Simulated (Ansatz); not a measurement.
**A convergence test on CdTe (F-43m): k mesh of the hybrid**

Aim: see how gap, energy and time of CdTe (F-43m) follow the k mesh of the hybrid.

Calculated with Ansatz 0.2.0; DFT, HSE06, plane waves, PAW.

This is a report of a sequence of runs, with most program output left out.

**1. Starting point**

The structure is cubic, space group F-43m (No. 216). Conventional cell: a = 6.480 Å, b = 6.480 Å, c = 6.480 Å, α = 90.00°, β = 90.00°, γ = 90.00°. Nearest to Cd lie 4 Te at 2.81 Å. Nearest to Te lie 4 Cd at 2.81 Å. Farther neighbours and most contacts between anions are not listed.

The cell and positions come from the Crystallography Open Database and are kept as given unless a step says otherwise. Spin-orbit coupling is left out unless a step names it. The default PAW set here is soft_2. Its files were made with PBE.

**2. k mesh of the hybrid: 2×2×2**

File input.yaml:

```yaml
crystal:
  lattice:
    - [0.0, 3.24, 3.24]
    - [3.24, 0.0, 3.24]
    - [3.24, 3.24, 0.0]
  atoms:
    - { symbol: Cd, position: [0.0, 0.0, 0.0] }
    - { symbol: Te, position: [0.25, 0.25, 0.25] }
kpoints:
  mp_grid: { grid: [2, 2, 2] }
  band_path:
    path:
      - [0.0, 0.0, 0.0]
      - [-0.5, -0.5, 0.0]
      - [-0.375, -0.375, 0.25]
      - [-0.375, 0.0, 0.375]
      - [0.0, 0.0, 0.5]
      - [-0.5, -0.25, 0.25]
    npoints: 1
hamiltonian:
  xc: hse06
scf:
  occupations: { method: fixed }
  n_extra_bands: 4
output:
  eigenvalues: true
```

The run is started by

```
ansatz run input.yaml --threads 3 --pin off --max-ram 92160MiB --backend cuda --events-out ev --progress --plain --runs-dir out --devices 1 --max-vram 13GiB
```

Run time: 13 s. Hardware: 1 × NVIDIA H100 80GB HBM3 (shared by 6 runs) with 3 threads of AMD EPYC 7R13 (Zen 3), shared host; peak memory 1 GiB; 8.8 s of CPU time.

Numbers from this step:

- gap: 1.771 eV
- valence top at: Γ
- conduction bottom at: Γ
- least direct gap: 1.771 eV
- exact-exchange fraction: 0.25

The gap is direct, at Γ.

**3. k mesh of the hybrid: 4×4×4**

Changes to input.yaml since step 2:

```diff
@@ -9,3 +9,3 @@
 kpoints:
-  mp_grid: { grid: [2, 2, 2] }
+  mp_grid: { grid: [4, 4, 4] }
   band_path:
```

Run time: 19 s. Hardware: 1 × NVIDIA H100 80GB HBM3 (shared by 6 runs) with 3 threads; peak memory 1.1 GiB.

Numbers from this step:

```yaml
gap: 1.654 eV
valence_top_at: Γ
conduction_bottom_at: Γ
least_direct_gap: 1.654 eV
```

The gap is 1.654 eV, −0.117 eV from the run before at this level.

**4. k mesh of the hybrid: 6×6×6**

Changes to input.yaml since step 3:

```diff
@@ -9,3 +9,3 @@
 kpoints:
-  mp_grid: { grid: [4, 4, 4] }
+  mp_grid: { grid: [6, 6, 6] }
   band_path:
```

It took 23 s on 1 × NVIDIA H100 80GB HBM3 (shared by 6 runs) with 3 threads; peak memory 1.3 GiB.

This step gave:

```
gap                  : 1.637 eV
valence top at       : Γ
conduction bottom at : Γ
least direct gap     : 1.637 eV
```

The gap is 1.637 eV, −0.017 eV from the run before at this level.

**5. The series**

Differences are against the last row; a negative gap means that bands overlap, and a run with a band path holds that path's time. Times are wall times on 1 × NVIDIA H100 80GB HBM3 (shared by 6 runs) with 3 threads of AMD EPYC 7R13 (Zen 3), shared host, good to a factor of about two.

| k mesh of the hybrid | gap (eV) | direct gap (eV) | gap error (eV) | energy error (meV/atom) | irreducible k | time |
| --- | --- | --- | --- | --- | --- | --- |
| 2×2×2 | 1.771 | 1.771 | +0.135 | +587.9 | 3 | 13 s |
| 4×4×4 | 1.654 | 1.654 | +0.017 | +23.1 | 8 | 19 s |
| 6×6×6 | 1.637 | 1.637 | +0.000 | +0.0 | 16 | 23 s |

**6. Summary of results**

| Quantity | Value |
| --- | --- |
| 2×2×2 | 1.771 eV |
| 4×4×4 | 1.654 eV |
| 6×6×6 | 1.637 eV |

In words: The gap holds to 0.02 eV from 4×4×4 on. At 2×2×2 the gap is off by +0.135 eV and the energy by +588 meV/atom. The gap is read over the mesh and added points near the edges, so meshes differ mainly through the density and, for a hybrid, the exchange operator.

[Paths, hosts, dates, memory and timing lines, banners, echoed tables and standing remarks are left out of the program output.]

[Logs are printed without paths, hosts, clocks, repeated set-up lines and the standing remarks that a program may print on its own settings, such as how far it seeks lower states.]

[Runs of the session that timed out or met a known fault of the program may be left out.]

[Cells called generated may have been cut or substituted from an entry of the Crystallography Open Database or the Materials Project.]

[Hosts, paths, dates, database ids (printed as entryN), source tags and the programs' standing remarks are cut or masked in the printed files.]
